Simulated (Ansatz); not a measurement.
**LiMgOF (rocksalt [001] superlattice): converging the G0W0 gap**

How do accuracy and time trade against each other in G0W0 on LiMgOF (rocksalt [001] superlattice)?

Main program and level: Ansatz 0.2.0; G0W0 on LDA, plane waves, PAW; PAW set soft_1.

## Step 1: The structure

The cell holds 12 atoms: 3 Li, 3 F, 3 Mg and 3 O. Cell: a = 2.891 Å, b = 2.891 Å, c = 12.066 Å, α = 90.0°, β = 90.0°, γ = 90.0°. It derives from LiF. Regions: LiF, 6 atoms (3 Li and 3 F); MgO, 6 atoms (3 Mg and 3 O). The structure's axis is c.

The structure was relaxed with LDA. The runs that relaxed it are not among those shown.

## Step 2: 66 empty bands, screening to 44 eV

Now the one-shot GW correction: screening in the RPA, then the self-energy of the levels asked for. This step takes PAW set soft_1 files.

input.yaml

```yaml
crystal:
  lattice:
    - [2.8909357732, 0.0, 0.0]
    - [0.0, 2.8909357732, 0.0]
    - [0.0, 0.0, 12.0656291857]
  atoms:
    - { symbol: Li, position: [0.0, 0.0, 0.0819710343] }
    - { symbol: F, position: [0.5, 0.5, 0.0856236134] }
    - { symbol: Li, position: [0.5, 0.5, 0.2423443631] }
    - { symbol: F, position: [0.0, 0.0, 0.2423774811] }
    - { symbol: Li, position: [0.0, 0.0, 0.4026825649] }
    - { symbol: F, position: [0.5, 0.5, 0.3990998239] }
    - { symbol: Mg, position: [0.5, 0.5, 0.5692509864] }
    - { symbol: O, position: [0.0, 0.0, 0.5671225912] }
    - { symbol: Mg, position: [0.0, 0.0, 0.7423644018] }
    - { symbol: O, position: [0.5, 0.5, 0.7423860717] }
    - { symbol: Mg, position: [0.5, 0.5, 0.9154872497] }
    - { symbol: O, position: [0.0, 0.0, 0.9176460393] }
kpoints:
  mp_grid: { grid: [6, 6, 2] }
hamiltonian:
  xc: lda
  pseudopotentials: { kind: paw, azcp: { folder: soft_1 }, xc_functional: pbe }
scf:
  occupations: { method: fixed }
gw:
  n_empty_bands: 66
  ecut_chi: 44
  qp_bands: [v4, c4]
  qp_kpoints: band_edges
  screening: { model: contour_deformation }
```

Launch:

```
> ansatz run input.yaml --threads 4 --pin off --max-ram 17510MiB --backend cpu --events-out ev --progress --plain --runs-dir out
```

Numbers of over 12 decimals in the logs are rounded to 6 here.

What it wrote:

```text
Engine: ansatz 0.2.0, aarch64-unknown-linux-gnu
Pseudopotentials: kind: paw
Pseudopotential: Li, paw, valence charge 3, recommended cutoff 420 eV (normal), soft_1/Li.paw.azcp
Pseudopotential: F, paw, valence charge 7, recommended cutoff 420 eV (normal), soft_1/F.paw.azcp
Pseudopotential: Mg, paw, valence charge 10, recommended cutoff 420 eV (normal), soft_1/Mg.paw.azcp
Pseudopotential: O, paw, valence charge 6, recommended cutoff 420 eV (normal), soft_1/O.paw.azcp
Functional definition: SPW92
  exchange = slater_x
  correlation = pw_c
Crystal: 12 atoms, lattice volume = 100.839 Å³
Basis set: ecut = 420 eV, 1957 PW (Γ)
Bands: 51, of which v1, the nominal top of the filled ones, is band 39 counted from 1 (38 counted from 0)
Symmetry: 8 space group operations
Space group: P4mm (ITA 99), of the structure as read, at distance tolerance 4.7e-5 Å
k-points: 20 of 72
Non-local potential: Li, projectors of the file, l = 0: 3, l = 1: 2, l = 2: 1
Non-local potential: F, projectors of the file, l = 0: 2, l = 1: 2, l = 2: 1
Non-local potential: Mg, projectors of the file, l = 0: 3, l = 1: 2, l = 2: 1
Non-local potential: O, projectors of the file, l = 0: 2, l = 1: 2, l = 2: 1
PAW form: soft (Blöchl's): semilocal exchange-correlation on the pseudo side does not see the compensation charge
PAW frozen core: F, regenerated for the run's functional, and the local potential with it (the file was generated under x = pbe(κ = 0.804, μ = 0.219515), c = pbe(β = 0.066725))
PAW frozen core: Mg, regenerated for the run's functional, and the local potential with it (the file was generated under x = pbe(κ = 0.804, μ = 0.219515), c = pbe(β = 0.066725))
PAW frozen core: O, regenerated for the run's functional, and the local potential with it (the file was generated under x = pbe(κ = 0.804, μ = 0.219515), c = pbe(β = 0.066725))
PAW one-centre angular grid: Li, 110 points (default); XC on 64 Gauss nodes
PAW one-centre angular grid: F, 110 points (default); XC on 64 Gauss nodes
PAW one-centre angular grid: Mg, 110 points (default); XC on 64 Gauss nodes
PAW one-centre angular grid: O, 110 points (default); XC on 64 Gauss nodes
Initial density: superposition of atomic densities (chi_scale 0.1, normalization cell, long waves of neutral atoms (reshape's long-wave potential 10.87 eV rms, cloud 2.07 Å wide))
Initial wavefunctions: pseudopotential atomic-orbital guess
Functional: x = slater, c = lda
SCF iter   1: F=—  HF=-10381.028404 eV  |F-HF|=—  |Δ(HF+E_count)|=         —  Δρ=1.57e-1  dr2=1.83e1  ethr=3.10e-3  ⟨swp⟩=5.2  Hψ=3814  notcnv=0  defer=178
preconditioner: auto → Resta (q_TF=auto, 2.614 Å⁻¹)  ε∞=3.3  [insulator: Δε(μ)=3.987 eV  Ē_g=16.958 eV  n_scr=30 (ndim 8)  ℏωp=25.6 eV  f_vac=0.000  ε∞_Penn≈3.3]
SCF iter   2: F=—  HF=-10376.383411 eV  |F-HF|=—  |Δ(HF+E_count)|=    4.64e0  Δρ=5.78e-2  dr2=1.85e0  ethr=3.10e-3  ⟨swp⟩=3.4  Hψ=2095  notcnv=0  defer=175
SCF iter   3: F=—  HF=-10376.116362 eV  |F-HF|=—  |Δ(HF+E_count)|=   2.67e-1  Δρ=2.53e-2  dr2=5.61e-1  ethr=2.37e-3  ⟨swp⟩=2.1  Hψ=1539  notcnv=0  defer=175
SCF iter   4: F=—  HF=-10376.008299 eV  |F-HF|=—  |Δ(HF+E_count)|=   1.08e-1  Δρ=5.44e-3  dr2=2.41e-2  ethr=7.20e-4  ⟨swp⟩=3.0  Hψ=1714  notcnv=0  defer=186
SCF iter   5: F=—  HF=-10376.003316 eV  |F-HF|=—  |Δ(HF+E_count)|=   4.98e-3  Δρ=2.72e-3  dr2=5.52e-3  ethr=3.09e-5  ⟨swp⟩=2.4  Hψ=1663  notcnv=0  defer=199
SCF iter   6: F=—  HF=-10376.002100 eV  |F-HF|=—  |Δ(HF+E_count)|=   1.22e-3  Δρ=7.82e-4  dr2=4.34e-4  ethr=7.08e-6  ⟨swp⟩=2.6  Hψ=1417  notcnv=0  defer=200
SCF iter   7: F=—  HF=-10376.002083 eV  |F-HF|=—  |Δ(HF+E_count)|=   1.77e-5  Δρ=1.78e-4  dr2=2.62e-5  ethr=5.56e-7  ⟨swp⟩=2.0  Hψ=1273  notcnv=0  defer=199
SCF iter   8: F=—  HF=-10376.002077 eV  |F-HF|=—  |Δ(HF+E_count)|=   5.77e-6  Δρ=7.61e-5  dr2=4.15e-6  ethr=3.35e-8  ⟨swp⟩=2.0  Hψ=1414  notcnv=0  defer=164
SCF iter   9: F=—  HF=-10376.002076 eV  |F-HF|=—  |Δ(HF+E_count)|=   7.07e-7  Δρ=1.51e-5  dr2=2.11e-7  ethr=5.32e-9  ⟨swp⟩=2.0  Hψ=1324  notcnv=0  defer=164
SCF iter  10: F=-10376.002076 eV  HF=-10376.002076 eV  |F-HF|=1.20e-8  |Δ(HF+E_count)|=   3.81e-8  Δρ=5.03e-6  dr2=1.74e-8  ethr=1.28e-10  ⟨swp⟩=13.3  Hψ=4837  notcnv=0
SCF 1 converged in 10 iterations: F = -10376.002076 eV  dr2 = 1.74e-8
  greatest PAW one-centre occupation: 1.000 electrons in one spin orbital (limit 2), on the Mg atom at site 10 (counted from 0), in its partial waves of l = 1
NSCF: frozen V_eff on 20 k-points
G₀W₀ screening: q 1/20
[... further progress lines ...]
SCF converged after 10 iterations
Free energy (F): -10376.002076 eV
Harris-Foulkes:  -10376.002076 eV  (|F-HF|=1.20e-8)
Internal energy: -10376.002076 eV  (E = F + TS)
E sigma→0 (E₀):  -10376.002076 eV
Fermi energy:    6.006905 eV
--- Per-component energies (eV) ---
  E_band       = -1242.390625
  E_kinetic    = 1376.232919
  E_local      = -8196.846931  (includes V_loc(G=0)·N_el)
  E_nonlocal   = 959.450182
  E_hartree    = 2934.660036
  E_xc         = -554.801887
  E_vxc        = -717.371161  (∫ρ·V_xc dr)
  E_paw        = -1934.434219  (= ΣΔE_a)
  E_vpaw       = -533.185082  (= ΣTr[D̂ρ^β])
  E_aug_tail   = 0.005471  (compensation charges beyond the density's cutoff)
  E_ewald      = -4961.349605
  E_core_change = 1.081958  (= ΣΔE_core)
  E_smearing   = -0.000000  (= −TS)
  E_closure    = -0.000000  (closes the sum)
  Σ components = -10376.002076   (vs F -10376.002076, Δ=0.00e0)
--- Band table (eV; the first three rows and the last of 20) ---
  k-point 0: bands = [... 35 lower, 5.6239, 5.6239, 6.0069, 6.0069, 11.6888, 13.2332, 13.3944, 15.8175, ... 8 higher]
  k-point 1: bands = [... 35 lower, 5.6247, 5.6247, 6.0067, 6.0067, 11.8662, 12.4994, 14.5254, 14.8799, ... 8 higher]
  k-point 2: bands = [... 35 lower, 5.3202, 5.6279, 5.7195, 5.9485, 12.5386, 13.5546, 13.6267, 15.9022, ... 8 higher]
  k-point 19: bands = [... 35 lower, 4.2184, 4.4853, 4.8491, 5.0586, 15.6663, 15.6663, 16.7937, 17.0333, ... 8 higher]
--- G₀W₀: contour deformation, 5 samples at zero and on the imaginary axis and 2 off it, 72 q-points, 66 empty bands' worth ---
  eigenvalues of the whole cell's RPA ε∞ on this k-mesh (on a slab, of 1 + 4πα/V) = 2.4757, 2.5882, 2.5882; static W/v taken at q = 0 is 0.389791
  bands read: the sum over 105 bands ends inside a degenerate multiplet in 3 slots, whose members it reads at an even weight; the widest, k=0: bands 105 to 106 (counted from 1) at 1/2 each
  gw.qp_kpoints: band_edges: 12 of 20 stored k-points solved, in 1 pass; an edge of the gap read off the rows below is read off those points alone
    valence top: of the k-points left out ik 10 came nearest to being solved in a further pass, in band 39 (counted from 1, as in the quasiparticle table): it holds the edge there only if its correction is more favourable than any solved in that band by at least 0.596 eV; those differ by 0.227 eV
    conduction bottom: of the k-points left out ik 11 came nearest to being solved in a further pass, in band 40 (counted from 1, as in the quasiparticle table): it holds the edge there only if its correction is more favourable than any solved in that band by at least 2.667 eV; those differ by 0.410 eV
    ik  band        ε_KS         Σx   Σc(E_QP)       V_xc       Z   E_QP_lin       E_QP  E_QP is
     0    36      5.6239   -26.2158     4.5326   -20.6123  0.8103     4.5427     4.5530  root
     0    37      5.6239   -26.2158     4.5326   -20.6123  0.8103     4.5427     4.5530  root
     0    38      6.0069   -26.5393     4.5009   -21.0710  0.8123     5.0317     5.0396  root
     0    39      6.0069   -26.5393     4.5009   -21.0710  0.8123     5.0317     5.0396  root
     0    40     11.6888    -9.8180    -3.4606   -15.1480  0.8655    13.5786    13.5583  root
     0    41     13.2332   -10.4985    -3.4603   -16.1199  0.8579    15.4254    15.3943  root
     0    42     13.3944    -9.4775    -3.4688   -15.1430  0.8652    15.6225    15.5910  root
     0    43     15.8175    -4.0794    -3.6935    -9.8586  0.8674    17.9318    17.9030  root
     1    36      5.6247   -26.2234     4.5328   -20.6193  0.8103     4.5431     4.5534  root
     1    37      5.6247   -26.2234     4.5328   -20.6193  0.8103     4.5431     4.5534  root
     1    38      6.0067   -26.5356     4.5009   -21.0674  0.8123     5.0315     5.0394  root
     1    39      6.0067   -26.5356     4.5009   -21.0674  0.8123     5.0315     5.0394  root
     1    40     11.8662   -10.4568    -3.4399   -15.7849  0.8617    13.7753    13.7544  root
     1    41     12.4994    -9.0741    -3.4260   -14.5556  0.8688    14.5810    14.5549  root
     1    42     14.5254   -10.3577    -3.6126   -16.3381  0.8566    16.9342    16.8932  root
     1    43     14.8799   -10.2784    -3.6558   -16.3458  0.8520    17.3368    17.2915  root
     2    36      5.3202   -25.9013     4.5001   -20.3016  0.8105     4.2096     4.2206  root
     2    37      5.6279   -26.1686     4.5426   -20.5638  0.8101     4.5556     4.5658  root
     2    38      5.7195   -26.0321     4.4760   -20.5286  0.8117     4.6827     4.6919  root
     2    39      5.9485   -26.4496     4.5196   -20.9571  0.8118     4.9675     4.9757  root
     2    40     12.5386   -10.1048    -3.4160   -15.5440  0.8621    14.5871    14.5619  root
     2    41     13.5546    -9.7769    -3.5235   -15.4953  0.8591    15.7822    15.7493  root
     2    42     13.6267    -9.1934    -3.5168   -14.9340  0.8641    15.8831    15.8505  root
     2    43     15.9022    -8.3146    -3.8066   -14.5157  0.8545    18.3419    18.2967  root
[...]
19    36      4.2184   -25.4880     4.7068   -19.4986  0.8029     2.9189     2.9359  root
    19    37      4.4853   -25.2487     4.6363   -19.4672  0.8042     3.3273     3.3402  root
    19    38      4.8491   -24.9559     4.5490   -19.2029  0.8058     3.6308     3.6452  root
    19    39      5.0586   -25.3108     4.5649   -19.5545  0.8068     3.8535     3.8673  root
    19    40     15.6663    -5.0596    -3.6455   -10.8471  0.8650    17.8394    17.8082  root
    19    41     15.6663    -5.0596    -3.6455   -10.8471  0.8650    17.8394    17.8082  root
    19    42     16.7937    -7.7359    -3.9317   -14.2292  0.8648    19.4028    19.3552  root
    19    43     17.0333    -7.5503    -3.7911   -13.8784  0.8534    19.6259    19.5702  root
```

Run time: 63 s. Hardware: 4 threads of Arm Neoverse V2, shared host; peak memory 0.59 GiB; 3.9 min of CPU time.

The column dr2 measures how far the density is from self-consistency, as an energy; F and HF (Harris–Foulkes) agree once it is small.

Numbers from this step:

| Property | Result |
| --- | --- |
| bands summed | 105 |
| RPA ε∞ on this mesh (eigenvalues) | 2.476, 2.588, 2.588 |
| plane waves in the screening matrix | 77 |
| q-points in the mesh | 72 |
| G0W0 gap on the mesh | 8.519 eV |
| k of the valence top | 0, 0, 0 |
| k of the conduction bottom | 0, 0, 0 |
| starting gap on the mesh | 5.682 eV |
| Z at the valence top | 0.8123 |
| Z at the conduction bottom | 0.8655 |
| least direct G0W0 gap on the computed points | 8.519 eV |

The gap on the mesh goes from 5.68 eV to 8.52 eV, a correction of +2.84 eV. Between the two edge states, bare exchange in place of the xc potential would open the gap by 10.80 eV, and correlation takes back 7.96 eV.

## Step 3: 264 empty bands, screening to 110 eV

Another rung: the empty bands reach about as high as the screening cutoff, so the two stay in balance.

Changes to input.yaml since step 2:

```diff
@@ -26,4 +26,4 @@
 gw:
-  n_empty_bands: 66
-  ecut_chi: 44
+  n_empty_bands: 264
+  ecut_chi: 110.0
   qp_bands: [v4, c4]
```

What it wrote:

```text
[...]
Crystal: 12 atoms, lattice volume = 100.839 Å³
Basis set: ecut = 420 eV, 1957 PW (Γ)
Bands: 51, of which v1, the nominal top of the filled ones, is band 39 counted from 1 (38 counted from 0)
Symmetry: 8 space group operations
[...]
k-points: 20 of 72
[...]
SCF iter   1: F=—  HF=-10381.028404 eV  |F-HF|=—  |Δ(HF+E_count)|=         —  Δρ=1.57e-1  dr2=1.83e1  ethr=3.10e-3  ⟨swp⟩=5.2  Hψ=3814  notcnv=0  defer=178
[...]
SCF iter  10: F=-10376.002076 eV  HF=-10376.002076 eV  |F-HF|=1.20e-8  |Δ(HF+E_count)|=   3.81e-8  Δρ=5.03e-6  dr2=1.74e-8  ethr=1.28e-10  ⟨swp⟩=13.3  Hψ=4837  notcnv=0
SCF 1 converged in 10 iterations: F = -10376.002076 eV  dr2 = 1.74e-8
[...]
NSCF: frozen V_eff on 20 k-points
G₀W₀ screening: q 1/20
[... further progress lines ...]
SCF converged after 10 iterations
Free energy (F): -10376.002076 eV
[...]
Internal energy: -10376.002076 eV  (E = F + TS)
E sigma→0 (E₀):  -10376.002076 eV
Fermi energy:    6.006905 eV
[...]
--- Band table (eV; the first three rows and the last of 20) ---
  k-point 0: bands = [... 35 lower, 5.6239, 5.6239, 6.0069, 6.0069, 11.6888, 13.2332, 13.3944, 15.8175, ... 8 higher]
  k-point 1: bands = [... 35 lower, 5.6247, 5.6247, 6.0067, 6.0067, 11.8662, 12.4994, 14.5254, 14.8799, ... 8 higher]
  k-point 2: bands = [... 35 lower, 5.3202, 5.6279, 5.7195, 5.9485, 12.5386, 13.5546, 13.6267, 15.9022, ... 8 higher]
  k-point 19: bands = [... 35 lower, 4.2184, 4.4853, 4.8491, 5.0586, 15.6663, 15.6663, 16.7937, 17.0333, ... 8 higher]
[...]
0    36      5.6239   -26.2158     4.2731   -20.6123  0.8009     4.2784     4.2935  root
     0    37      5.6239   -26.2158     4.2731   -20.6123  0.8009     4.2784     4.2935  root
     0    38      6.0069   -26.5393     4.2314   -21.0710  0.8019     4.7577     4.7701  root
     0    39      6.0069   -26.5393     4.2314   -21.0710  0.8019     4.7577     4.7701  root
     0    40     11.6888    -9.8180    -3.6906   -15.1480  0.8595    13.3423    13.3283  root
     0    41     13.2332   -10.4985    -3.7393   -16.1199  0.8511    15.1366    15.1153  root
     0    42     13.3944    -9.4775    -3.7359   -15.1430  0.8594    15.3461    15.3239  root
     0    43     15.8175    -4.0794    -4.2096    -9.8586  0.8649    17.4021    17.3869  root
[...]
19    40     15.6663    -5.0596    -4.1079   -10.8471  0.8613    17.3636    17.3458  root
    19    41     15.6663    -5.0596    -4.1079   -10.8471  0.8613    17.3636    17.3458  root
    19    42     16.7937    -7.7359    -4.4219   -14.2292  0.8618    18.8935    18.8651  root
    19    43     17.0333    -7.5503    -4.1628   -13.8784  0.8466    19.2358    19.1985  root
```

Wall time 5.1 min (4 threads); peak memory 1.5 GiB.

Numbers from this step:

```
bands summed                                 : 303
RPA ε∞ on this mesh (eigenvalues)            : 2.475, 2.584, 2.584
plane waves in the screening matrix          : 289
q-points in the mesh                         : 72
G0W0 gap on the mesh                         : 8.558 eV
k of the valence top                         : 0, 0, 0
k of the conduction bottom                   : 0, 0, 0
starting gap on the mesh                     : 5.682 eV
Z at the valence top                         : 0.8019
Z at the conduction bottom                   : 0.8595
least direct G0W0 gap on the computed points : 8.558 eV
```

Against the run with 6×6×2 mesh, 66 empty bands, screening to 44 eV, PAW set soft_1 files, the gap moves by +0.04 eV.

## Step 4: The runs together

Times are wall times on 4 threads of Arm Neoverse V2, shared host, good to a factor of about two.

```tsv
mesh	files	frequency	bands summed	cutoff (eV)	start (eV)	G0W0 (eV)	time	host memory (GiB)
6×6×2	PAW set soft_1	contour deformation	105	44	5.682	8.519	63 s	0.59
6×6×2	PAW set soft_1	contour deformation	303	110	5.682	8.558	5.1 min	1.5
```

How the two edges are built up, in eV (the quasiparticle level is the starting level plus Σx plus Σc less Vxc):

```tsv
run	edge	start	Σx	Σc	Vxc	Z	QP
105 bands	valence top	6.01	-26.54	4.50	-21.07	0.81	5.04
105 bands	conduction bottom	11.69	-9.82	-3.46	-15.15	0.87	13.56
303 bands	valence top	6.01	-26.54	4.23	-21.07	0.80	4.77
303 bands	conduction bottom	11.69	-9.82	-3.69	-15.15	0.86	13.33
```

## Step 5: Results

```
105 bands, 44 eV                    : 8.519 eV
303 bands, 110 eV                   : 8.558 eV
estimated limit in bands and cutoff : 8.58 eV
mesh and start                      : 6×6×2, LDA
```

What this shows: A line in one over the bands through the two rungs gives 8.58 eV, +0.02 eV from the top rung; with two points alone it is an unchecked estimate. The rungs stand 0.06 eV (105 bands) and 0.02 eV (303 bands) from it. From 105 to 303 bands the gap moves by +0.04 eV while the time grows 4.9-fold. Σc changes by −0.27 eV at the valence top and −0.23 eV at the conduction bottom, so the levels themselves move more than the gap between them.

[Paths, hosts, dates, memory and timing lines, banners, echoed tables and standing remarks are left out of the program output.]

[Logs are printed without paths, hosts, clocks, repeated set-up lines and the standing remarks that a program may print on its own settings, such as how far it seeks lower states.]

[Runs of the session that timed out or met a known fault of the program may be left out.]

[Cells called generated may have been cut or substituted from an entry of the Crystallography Open Database or the Materials Project.]

[Hosts, paths, dates, database ids (printed as entryN), source tags and the programs' standing remarks are cut or masked in the printed files.]
